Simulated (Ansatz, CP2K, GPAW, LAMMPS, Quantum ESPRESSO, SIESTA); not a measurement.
**Other levels on liquid dimethyl sulfoxide spread through a cell built with a gap at 340 K (190 atoms)**

The cell holds 190 atoms: 38 C, 19 S, 19 O and 114 H. Its edges and angles: a = 12.050 Å, b = 12.050 Å, c = 27.432 Å, α = 90.0°, β = 90.0°, γ = 90.0°. 19 dimethyl sulfoxide placed at random, at 1.1 g/cm³, as a film with 12 Å of vacuum; overlaps pushed apart, then 10 ps at 390 K with MMFF94 bonds, angles, torsions, charges and radii (Halgren, J. Comput. Chem. 17, 490 (1996)) in harmonic and 12-6 forms. Snapshot after 20 ps at 340 K and fixed volume.

Geometry: as built.

The reference, a calculation:

* method: Kohn-Sham DFT, PBE, SSSP efficiency 1.3.0 pseudopotentials, plane waves (Quantum ESPRESSO 7.5); sssp-pbe-1.3.0-efficiency, cutoffs 60/480 Ry, Γ point
* r.m.s. force component: 0.8557 eV/Å
* longest force: 3.697 eV/Å
* gap (highest filled to lowest empty level): 3.613 eV
* time: 1.5 h on 1 thread of Arm Neoverse V1, shared host
* CPU time: 1.5 h

**Question.** The same geometry is run in other programs. How far does each lie from the reference, and what does it cost?
- GPAW PBE, LCAO dzp, h 0.18 Å (GPAW 26.7.0; 4 MPI ranks)
- SIESTA PBE, DZP, shift 0.01 Ry, mesh 500 Ry (SIESTA 5.4.2; 4 MPI ranks)
- SIESTA PBE, DZP, shift 0.001 Ry, mesh 500 Ry (SIESTA 5.4.2; 4 MPI ranks)
- CP2K PBE, SZV-MOLOPT-SR, 600/50 Ry, TRS4 filter 1e-04, SCF 1e-05 (CP2K 2026.2; 2 threads)
- GPAW PBE, LCAO dzp, h 0.18 Å, other mixer settings (GPAW 26.7.0; 4 MPI ranks)
- SIESTA PBE, SZP, shift 0.01 Ry, mesh 500 Ry (SIESTA 5.4.2; 2 MPI ranks)
- CP2K PBE, SZV-MOLOPT-SR, 600/50 Ry, TRS4 filter 1e-06, SCF 1e-06 (CP2K 2026.2; 2 threads)
- CP2K PBE+D3, DZVP-MOLOPT-SR, 600/50 Ry, diagonalisation (CP2K 2026.2; 2 threads)
- SIESTA PBE, DZ, shift 0.01 Ry, mesh 500 Ry (SIESTA 5.4.2; 2 MPI ranks)
- CP2K PBE, SZV-MOLOPT-SR, 600/50 Ry, diagonalisation (CP2K 2026.2; 2 threads)

Differences are against the plane-wave reference, forces as r.m.s. over components; share is that over the reference's r.m.s. force, slope the least-squares factor from reference forces to these. Total energies of different programs have different zeros and aren't compared.

```csv
run,"Δ force, r.m.s. (meV/Å)",share (%),slope,Δ gap (eV),cores,CPU time,memory (GiB)
reference,-,-,-,-,1,1.5 h,16
"GPAW PBE, LCAO dzp, h 0.18 Å",440,51.4,1.143,0.420,4,5.9 min,3.6
"SIESTA PBE, DZP, shift 0.01 Ry, mesh 500 Ry",381,44.6,1.140,0.406,4,8.1 min,4.3
"SIESTA PBE, DZP, shift 0.001 Ry, mesh 500 Ry",506,59.1,1.166,0.200,4,20 min,7.3
"CP2K PBE, SZV-MOLOPT-SR, 600/50 Ry, TRS4 filter 1e-04, SCF 1e-05 (coarse)",2820,330,1.604,-,2,2.1 min,4.4
"GPAW PBE, LCAO dzp, h 0.18 Å, other mixer settings",440,51.4,1.143,0.421,4,7.3 min,3.6
"SIESTA PBE, SZP, shift 0.01 Ry, mesh 500 Ry (coarse)",1094,128,1.282,0.273,2,6.9 min,3.5
"CP2K PBE, SZV-MOLOPT-SR, 600/50 Ry, TRS4 filter 1e-06, SCF 1e-06 (coarse)",2815,329,1.593,-,2,2.6 min,4.5
"CP2K PBE+D3, DZVP-MOLOPT-SR, 600/50 Ry, diagonalisation",93.4,10.9,1.044,0.575,2,8.1 min,10
"SIESTA PBE, DZ, shift 0.01 Ry, mesh 500 Ry (coarse)",2108,246,1.414,0.487,2,4.8 min,2.6
"CP2K PBE, SZV-MOLOPT-SR, 600/50 Ry, diagonalisation (coarse)",2812,329,1.597,0.583,2,5.9 min,10
```

Rows marked coarse were listed beforehand as settings not expected to be converged; some can still land near the reference.

CPU time is summed over cores on a shared host, where runs went side by side, so it is rough. Symmetry, cutoffs, thresholds, outputs and thread counts weren't matched or tuned between programs; memory under MPI is the largest rank's times the ranks.

The PBE runs in local orbitals, coarse settings apart, differ by 45 % (SIESTA PBE, DZP, shift 0.01 Ry, mesh 500 Ry) to 59 % (SIESTA PBE, DZP, shift 0.001 Ry, mesh 500 Ry); basis, grid and potentials can all enter, and differences of this size make the forces unusable. Rows with another functional or a dispersion term differ by 11 % (CP2K PBE+D3, DZVP-MOLOPT-SR, 600/50 Ry, diagonalisation), which mixes the change of model with differences of basis and potentials. Runs with settings chosen to be coarse differ by 128 % (SIESTA PBE, SZP, shift 0.01 Ry, mesh 500 Ry) to 330 % (CP2K PBE, SZV-MOLOPT-SR, 600/50 Ry, TRS4 filter 1e-04, SCF 1e-05), their programs' other errors included. Of the electronic-structure runs that take under half the reference's CPU time, CP2K PBE+D3, DZVP-MOLOPT-SR, 600/50 Ry, diagonalisation comes nearest, at 11 % in 8.1 min against 1.5 h. With short bonds to hydrogen, sets of potentials differ among themselves by several per cent in forces even at converged cutoffs, so the reference isn't exact here either. The network of contacts between molecules at the start is that of the classical potential that made the cell, and needn't be the one that DFT or experiment would give. The electronic-structure runs sample only Γ, in a cell whose shortest periodic width is 12 Å.

[Logs are printed without paths, hosts, clocks, repeated set-up lines and the standing remarks that a program may print on its own settings, such as how far it seeks lower states.]

[Hosts, paths, dates, database ids (printed as entryN), source tags and the programs' standing remarks are cut or masked in the printed files.]

[The MMFF94 radii named for the starting cell were scaled by 0.96; in molecules described by MMFF94, hydrogen bound to N, O or S took a small fixed 12-6 site in their place.]
